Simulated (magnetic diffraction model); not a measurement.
**Magnetic neutron pattern of TiMn3**

Space group P6_3/mmc (no. 194), a = 5.4380 Å, c = 4.4510 Å.

| site | atom | x | y | z |
| --- | --- | --- | --- | --- |
| 6h | Mn | 0.8293 | 0.1707 | 3/4 |
| 2d | Ti | 2/3 | 1/3 | 1/4 |

This is a made-up structure (elements placed in a structure type, unrelaxed), so the numbers test the method and describe no known phase.

Only Mn is taken to order (form factors of Mn2+); orders and moment sizes are assumed, and not adapted to the symmetry. Radiation: neutrons of λ = 1.909 Å, 8° to 90°; isotropic B of 0.41 Å² (Mn) and 0.4 Å² (Ti). Simulated constant-wavelength pattern: nuclear and magnetic terms add, the magnetic one as |2.695 fm × Σ f S⊥ exp(2πi Q·r) exp(−B s²)|², summed over all Q at one angle with the factor 1/(sin²θ cos θ). For collinear order S is the moment m, which repeats by lattice and centring translations R with the sign exp(−2πi k·R). Free-ion form factors, Sears's scattering lengths of 1992, no absorption; a label names one of the reflections at its angle. The strongest nuclear line in the range is 100, and lines under 0.2 are left out.

Assume the order k = (0 0 0), collinear moments along [100], 1.85 μB on Mn; signs + at (0.8293, 0.1707, 3/4), + at (0.3414, 0.1707, 3/4), + at (0.8293, 0.6586, 3/4), + at (0.1707, 0.8293, 1/4), + at (0.6586, 0.8293, 1/4), + at (0.1707, 0.3414, 1/4).

Q: Where does magnetic intensity appear, and how strong is it?

```csv
2θ (°),index,nuclear,magnetic
23.39,(1 0 0),0.1,2.5
34.32,(1 0 1),0.3,13.8
41.10,(1 1 0),0.0,3.1
47.83,(2 0 0),20.9,4.3
50.80,(0 0 2),25.2,9.3
54.59,(2 0 1),100.0,19.6
56.64,(1 0 2),0.0,0.7
64.86,(2 1 0),0.3,0.6
67.32,(1 1 2),0.0,1.7
70.55,(2 1 1),0.0,1.1
72.33,(2 0 2),21.5,2.7
74.89,(3 0 0),0.0,0.3
80.29,(3 0 1),0.5,0.1
84.83,(1 0 3),0.1,0.6
86.73,(2 1 2),0.4,0.5
89.19,(2 2 0),33.1,1.4
```

The strongest magnetic line in the range is (2 0 1) at 54.59° (19.6). On top of the Lorentz factor, which all lines share, magnetic lines fade with angle because f falls: for Mn2+ it is 0.90, 0.66, 0.41 and 0.12 at sin θ/λ = 0.1, 0.2, 0.3 and 0.5 Å⁻¹, while nuclear lengths stay constant. The net moment is 11.10 μB a primitive cell.

[Logs are printed without paths, hosts, clocks, repeated set-up lines and the standing remarks that a program may print on its own settings, such as how far it seeks lower states.]
